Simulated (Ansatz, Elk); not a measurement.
**ZnCr2As2: X-ray structure factors from the self-consistent density**

The structure of ZnCr2As2 used here is made up (a known structure type with other elements) and was relaxed beforehand with PBE. The aim is the Fourier transform of its all-electron density, F(hkl), set beside the sum over free spherical atoms that refinements use.

Main program and level: Elk 11.2.3 (patched build); DFT, PBE, all-electron APW+lo, Dirac cores, scalar-relativistic bands, static density, ferromagnetic start.

The structure was built from a prototype and need not be the compound's stable phase.

## (1) The starting structure

It takes space group P-3m1 (No. 164, trigonal). The conventional cell has a = 4.426 Å, b = 4.426 Å, c = 4.994 Å, α = 90.00°, β = 90.00°, γ = 120.00°. Nearest to As lie 5 Cr at 2.48 to 2.62 Å and 3 Zn at 2.97 Å. Nearest to Zn lie 6 Cr at 2.73 Å and 6 As at 2.97 Å. Cr has 5 As at 2.48 to 2.62 Å and 3 Zn at 2.73 Å nearest. Farther neighbours are not listed.

## (2) Ground state and structure factors

An all-electron density is needed, since X-rays see the cores too. Task 0 finds the density and task 195 Fourier-transforms it; tshift is off so that phases refer to the origin typed.

Input file elk.in:

```
tasks
  0
  195
  196

xctype
  20

spinpol
  .true.

rgkmax
  7.0

gmaxvr
  14.0

lmaxo
  7

lmaxapw
  8

swidth
  0.002

tshift
  .false.

hmaxvr
  5.5

maxscl
  120

epspot
  1e-06

reducebf
  0.8

sppath
  './'

avec
  8.36401137118 -0.00000000000 -0.00000000000
  -4.18200568559 7.24344632498 0.00000000000
  -0.00000000000 0.00000000000 9.43748309424

atoms
  3
  'As.in'
  2
  0.6666666667 0.3333333333 0.3042837030   0.000000 0.000000 0.000000
  0.3333333333 0.6666666667 0.6957162970   0.000000 0.000000 0.000000
  'Zn.in'
  1
  -0.0000000000 0.0000000000 -0.0000000000   0.000000 0.000000 0.000000
  'Cr.in'
  2
  0.6666666667 0.3333333333 0.8086649223   0.000000 0.000000 -0.130000
  0.3333333333 0.6666666667 0.1913350777   0.000000 0.000000 -0.130000

ngridk
  5 5 4
```

Started as:

```console
$ OMP_NUM_THREADS=4 elk
```

Numbers of over 12 decimals in the logs are rounded to 6 here.

The program printed:

```text
┌─────────────────────────┐
│ Elk code version 11.2.3 │
└─────────────────────────┘

All units are atomic (Hartree, Bohr, etc.)

┌─────────────────────────────────────────────────┐
│ Ground-state run starting from atomic densities │
└─────────────────────────────────────────────────┘

Lattice vectors :
   8.364011371      -0.000000000      -0.000000000
  -4.182005686       7.243446325       0.000000000
  -0.000000000       0.000000000       9.437483094

Reciprocal lattice vectors :
  0.7512167342      0.4337151837       0.000000000
   0.000000000      0.8674303674       0.000000000
   0.000000000       0.000000000      0.6657691722

Unit cell volume      :    571.7629996
Brillouin zone volume :   0.4338339725

Muffin-tin inner radius fraction :   0.1000000000E-01

Nuclei treated as point charges

Species : 1 (As)
 parameters loaded from : As.in
 name : arsenic
 nuclear charge    :   -33.00000000
 electronic charge :    33.00000000
 atomic mass :    136573.7220
 muffin-tin radius :    2.313696932
 number of radial points in muffin-tin :    993
 inner part over the whole radius :   0.9968543491E-02
 number on inner part of muffin-tin    :    702
 approximate nuclear radius :   0.7712558785E-04
 number of mesh points to nuclear radius :    342
 atomic positions (lattice), magnetic fields (Cartesian) :
  1 :  -0.33333333  0.33333333  0.30428370    0.00000000  0.00000000  0.00000000
  2 :   0.33333333 -0.33333333 -0.30428370    0.00000000  0.00000000  0.00000000

Species : 2 (Zn)
 parameters loaded from : Zn.in
 name : zinc
 nuclear charge    :   -30.00000000
 electronic charge :    30.00000000
 atomic mass :    119233.3130
 muffin-tin radius :    2.400000000
 number of radial points in muffin-tin :    993
 inner part over the whole radius :   0.9843840322E-02
 number on inner part of muffin-tin    :    701
 approximate nuclear radius :   0.7484757725E-04
 number of mesh points to nuclear radius :    337
 atomic positions (lattice), magnetic fields (Cartesian) :
  1 :   0.00000000  0.00000000  0.00000000    0.00000000  0.00000000  0.00000000

Species : 3 (Cr)
 parameters loaded from : Cr.in
 name : chromium
 nuclear charge    :   -24.00000000
 electronic charge :    24.00000000
 atomic mass :    94783.09202
 muffin-tin radius :    2.313696932
 number of radial points in muffin-tin :    993
 inner part over the whole radius :   0.9965372135E-02
 number on inner part of muffin-tin    :    699
 approximate nuclear radius :   0.6987106690E-04
 number of mesh points to nuclear radius :    329
 atomic positions (lattice), magnetic fields (Cartesian) :
  1 :  -0.33333333  0.33333333 -0.19133508    0.00000000  0.00000000 -0.13000000
  2 :   0.33333333 -0.33333333  0.19133508    0.00000000  0.00000000 -0.13000000

Total number of atoms per unit cell :    5
Total muffin-tin volume :    265.4296843
 ratio of muffin-tin to unit cell volume :   0.4642302570

Spin treatment :
 spin-polarised
 global magnetic field (Cartesian) :    0.000000000       0.000000000       0.000000000
 collinear magnetisation in z-direction

Number of Bravais lattice symmetries :   24
Number of crystal symmetries         :   12
Crystal has inversion symmetry
Real symmetric eigensolver will be used

k-point grid :      5     5     4
k-point offset :    0.000000000       0.000000000       0.000000000
k-point set is reduced with full crystal symmetry group
Total number of k-points :       17

Muffin-tin radius times maximum |G+k| :    7.000000000
 using average radius
Maximum |G+k| for APW functions       :    3.003057698
Maximum (1/2)|G+k|²                   :    4.509177767
Maximum |G| for potential and density :    14.00000000
Constant for pseudocharge density :    8
 order of it for each species :   15  15  15
 order of it for pair densities of each species (exact exchange by exxq0 0: 16) :    9  10   9
Radial integration step length :    1

G-vector grid sizes :     40    40    45
Number of G-vectors :    26449

Maximum angular momentum used for
[...]
RMS change in Kohn-Sham potential (target) :    3.466376390     (  0.1000000000E-05)
Absolute change in total energy (target)   :    2.710082585     (  0.1000000000E-03)

[... loops 3 to 19 left out ...]

┌──────────────────┐
│ Loop number : 20 │
└──────────────────┘

Energies :
 Fermi                       :     0.277142
 sum of occupied eigenvalues :     -4858.8316590841
 electron kinetic            :      8578.8253100793
 core electron kinetic       :      7801.5457386081
 Coulomb                     :     -16661.696234363
 Coulomb potential           :     -12999.429716698
 nuclear-nuclear             :     -1207.2081559828
 electron-nuclear            :     -17942.689495776
 Hartree                     :      2488.2014173961
 Madelung                    :     -10161.981376014
 xc potential                :     -437.93715562620
 xc effective B-field        :    -0.290063
 external B-field            :      0.000000
 exchange                    :     -330.31981570843
 correlation                 :     -6.858522
 electron entropic           :    -0.62264840546662E-03
 total energy                :     -8420.0498848715
 (external B-field energy excluded from total)

Density of states at Fermi energy :    38.97346766
 (states/Hartree/unit cell)

Estimated indirect band gap :   0.6513415573E-02
 from k-point 7 to k-point 1
Estimated direct band gap   :   0.8394071191E-02
 at k-point 1

Charges :
 core                        :    68.00000000
 valence                     :    76.00000000
 interstitial                :    7.382824330
 muffin-tins (core leakage)
  species : 1 (As)
[...]
species : 2 (Zn)
[...]
species : 3 (Cr)
[...]
total in muffin-tins        :    136.6171757
 total calculated charge     :    143.9986202
 total charge                :    144.0000000
 error                       :   0.1379775655E-02

Moments :
 interstitial                :   0.4969007335
 muffin-tins
  species : 1 (As)
[...]
species : 2 (Zn)
[...]
species : 3 (Cr)
[...]
total in muffin-tins        :    5.144474886
 total moment                :    5.641375620

RMS change in Kohn-Sham potential (target) :   0.3326851836E-06 (  0.1000000000E-05)
Absolute change in total energy (target)   :   0.9956103531E-04 (  0.1000000000E-03)

Convergence targets achieved

┌──────────────────┐
│ Loop number : 21 │
└──────────────────┘

Energies :
 Fermi                       :     0.277142
 sum of occupied eigenvalues :     -4858.8316834521
 electron kinetic            :      8578.8252911871
 core electron kinetic       :      7801.5457371745
 Coulomb                     :     -16661.696221930
 Coulomb potential           :     -12999.429738532
 nuclear-nuclear             :     -1207.2081559828
 electron-nuclear            :     -17942.689448779
 Hartree                     :      2488.2013828313
 Madelung                    :     -10161.981352664
 xc potential                :     -437.93714749718
 xc effective B-field        :    -0.290060
 external B-field            :      0.000000
 exchange                    :     -330.31981144994
 correlation                 :     -6.858523
 electron entropic           :    -0.62262302162025E-03
 total energy                :     -8420.0498873368
 (external B-field energy excluded from total)

Density of states at Fermi energy :    38.97162768
 (states/Hartree/unit cell)

Estimated indirect band gap :   0.6511742823E-02
 from k-point 7 to k-point 1
Estimated direct band gap   :   0.8392402834E-02
 at k-point 1

Charges :
 core                        :    68.00000000
 valence                     :    76.00000000
 interstitial                :    7.382826534
 muffin-tins (core leakage)
  species : 1 (As)
[...]
species : 2 (Zn)
   atom 1                    :    28.93013865     (  0.8090499274E-04)
  species : 3 (Cr)
   atom 1                    :    22.54527117     ( -0.2213566610E-06)
   atom 2                    :    22.54527117     ( -0.2213566610E-06)
 total in muffin-tins        :    136.6171735
 total calculated charge     :    143.9986202
 total charge                :    144.0000000
 error                       :   0.1379774515E-02

Moments :
 interstitial                :   0.4969006720
 muffin-tins
  species : 1 (As)
[...]
species : 2 (Zn)
   atom 1                    :  -0.2567992038E-02
  species : 3 (Cr)
   atom 1                    :    2.717660895
   atom 2                    :    2.717660895
 total in muffin-tins        :    5.144445551
 total moment                :    5.641346223

┌──────────────────────────────┐
│ Self-consistent loop stopped │
└──────────────────────────────┘

Warning : core states of species 1 leak from the muffin-tin :   0.2412480491E-03

Wrote STATE.OUT
```

The job ended after 3.4 min (4 threads of Arm Neoverse V1, shared host; peak memory 0.49 GiB).

SFACRHO.OUT:

```text

h k l indices transformed by vhmat matrix:
   1.000000000       0.000000000       0.000000000    
   0.000000000       1.000000000       0.000000000    
   0.000000000       0.000000000       1.000000000    

      h      k      l  multipl.   |H|            Re(F)            Im(F)           |F|

      0      0      0      1   0.0000000       144.00000      0.25807983E-17   144.00000    
      0      0      1      2  0.66576917       23.216853     -0.39674028E-14   23.216853    
      1     -1      0      6  0.86743037      -23.158269      -0.0000000       23.158269    
      0     -1      1      6   1.0934734       41.974335      0.11406283E-13   41.974335    
      0     -1     -1      6   1.0934734       13.699715      0.11902208E-13   13.699715    
      0      0      2      2   1.3315383      -43.126092      -0.0000000       43.126092    
     -2      1      0      6   1.5024335       107.74478     -0.48113865E-16   107.74478    
     -1      0      2      6   1.5891601       100.54982      0.15869611E-13   100.54982    
      0     -1      2      6   1.5891601       7.9028955     -0.99185070E-14   7.9028955    
     -1      2      1     12   1.6433365       17.786724      -0.0000000       17.786724    
      2     -2      0      6   1.7348607      -17.908171      -0.0000000       17.908171    
      2     -2      1      6   1.8582224       36.603271      0.49592535E-15   36.603271    
     -2      0     -1      6   1.8582224       10.354304      0.59511042E-14   10.354304    
      0      0      3      2   1.9973075       32.455896      0.23804417E-13   32.455896    
     -1      2      2     12   2.0075609      -36.351901      0.39674028E-14   36.351901    
      1     -1      3      6   2.1775382       22.353296     -0.19837014E-14   22.353296    
      1     -1     -3      6   2.1775382       5.0410358      0.69429549E-14   5.0410358    
      0     -2      2      6   2.1869468       86.947168      0.43145505E-13   86.947168
```

Elk indexes on the primitive cell of elk.in and gives |H| = 4π sin θ/λ in inverse bohr. Below, one row stands for each form hkl of the conventional cell (m members, Friedel mates merged), F is for one primitive cell and the density is static (no thermal factor). Free-atom factors are Waasmaier and Kirfel's, and R is Σm||F|−|F'||/Σm|F|.

| hkl | m | sin θ/λ (Å⁻¹) | abs F, DFT | neutral atoms | diff. |
| --- | --- | --- | --- | --- | --- |
| 001 | 2 | 0.100 | 23.217 | 23.237 | -0.020 |
| 100 | 6 | 0.130 | 23.158 | 23.034 | +0.124 |
| 101 | 6 | 0.164 | 41.974 | 41.465 | +0.509 |
| 011 | 6 | 0.164 | 13.700 | 14.154 | -0.454 |
| 002 | 2 | 0.200 | 43.126 | 43.461 | -0.335 |
| 110 | 6 | 0.226 | 107.745 | 108.582 | -0.837 |
| 012 | 6 | 0.239 | 100.550 | 101.415 | -0.865 |
| 102 | 6 | 0.239 | 7.903 | 7.877 | +0.026 |
| 111 | 12 | 0.247 | 17.787 | 18.207 | -0.420 |
| 200 | 6 | 0.261 | 17.908 | 18.121 | -0.213 |
| 021 | 6 | 0.279 | 36.603 | 36.643 | -0.040 |
| 201 | 6 | 0.279 | 10.354 | 10.664 | -0.309 |
| 003 | 2 | 0.300 | 32.456 | 32.800 | -0.344 |
| 112 | 12 | 0.302 | 36.352 | 36.609 | -0.257 |

## (3) The magnetisation density

The same run holds the spin density, and task 196 transforms it. The order is that of the start, and no other was tried.

SFACMAG_1.OUT:

```text

h k l indices transformed by vhmat matrix:
   1.000000000       0.000000000       0.000000000    
   0.000000000       1.000000000       0.000000000    
   0.000000000       0.000000000       1.000000000    

      h      k      l  multipl.   |H|            Re(F)            Im(F)           |F|

      0      0      0      1   0.0000000       5.6413465     -0.92766856E-17   5.6413465    
      0      0      1      2  0.66576917       1.7714091     -0.74388802E-15   1.7714091    
      1     -1      0      6  0.86743037      -2.1558718      0.49592535E-15   2.1558718    
      0     -1      1      6   1.0934734      -4.1892480     -0.74388802E-15   4.1892480    
      0     -1     -1      6   1.0934734       2.7412196      0.24796267E-15   2.7412196    
      0      0      2      2   1.3315383      -2.5901531      0.37194401E-15   2.5901531    
     -2      1      0      6   1.5024335       2.8138141      0.18896780E-16   2.8138141    
     -1      0      2      6   1.5891601       2.5976646     -0.37194401E-15   2.5976646    
      0     -1      2      6   1.5891601     -0.56920862     -0.24796267E-15  0.56920862    
     -1      2      1     12   1.6433365      0.94556666     -0.24796267E-15  0.94556666    
      2     -2      0      6   1.7348607      -1.2159375     -0.12398134E-15   1.2159375    
      2     -2      1      6   1.8582224      -1.9989883      -0.0000000       1.9989883    
     -2      0     -1      6   1.8582224       1.2553149      -0.0000000       1.2553149    
      0      0      3      2   1.9973075      -1.7241130      0.49592535E-15   1.7241130    
     -1      2      2     12   2.0075609      -1.3997473      0.49592535E-15   1.3997473    
      1     -1      3      6   2.1775382      0.15616425     -0.12398134E-15  0.15616425
```

The total moment is 5.64 μB a cell; sphere moments: As1 -0.14, As2 -0.14, Zn3 0.00, Cr4 +2.72, Cr5 +2.72 μB. Polarised neutrons measure spin and orbital magnetisation together; without spin-orbit coupling the run gives the spin part:

| hkl | sin θ/λ (Å⁻¹) | abs F_M (μB) |
| --- | --- | --- |
| 001 | 0.100 | 1.771 |
| 100 | 0.130 | 2.156 |
| 101 | 0.164 | 4.189 |
| 011 | 0.164 | 2.741 |
| 002 | 0.200 | 2.590 |
| 110 | 0.226 | 2.814 |
| 012 | 0.239 | 2.598 |
| 102 | 0.239 | 0.569 |
| 111 | 0.247 | 0.946 |
| 200 | 0.261 | 1.216 |
| 021 | 0.279 | 1.999 |
| 201 | 0.279 | 1.255 |
| 003 | 0.300 | 1.724 |
| 112 | 0.302 | 1.400 |

## (4) What came out

```
R against neutral atoms, sin θ/λ < 0.3 Å⁻¹ : 1.04 %
R against neutral atoms, 0.3 to 0.78 Å⁻¹   : 0.29 %
```

In words: Independent neutral atoms miss the calculated amplitudes by R = 1.04 % below 0.3 Å⁻¹ and 0.29 % from there to 0.78 Å⁻¹; by shells, 0.42 % below 0.15 Å⁻¹ (2 forms), 1.09 % 0.15 to 0.3 (10 forms), 0.38 % 0.3 to 0.45 (22 forms), 0.27 % above 0.45 (115 forms). Bonding, aspherical density and the tables' own atoms all enter these figures, and the runs don't part them. The largest change of an amplitude is -0.87 electrons, at 012. The magnetic order is that of the start. No other order was tried here, and an antiferromagnetic one would change or move the magnetic intensity. The basis has no finished test. The k-mesh has no finished test. Part of the difference isn't bonding: the tables are fits to free atoms and ions calculated by other methods than this functional. Thermal motion, anomalous dispersion and extinction are left out.

[Logs are printed without paths, hosts, clocks, repeated set-up lines and the standing remarks that a program may print on its own settings, such as how far it seeks lower states.]

[Hosts, paths, dates, database ids (printed as entryN), source tags and the programs' standing remarks are cut or masked in the printed files.]
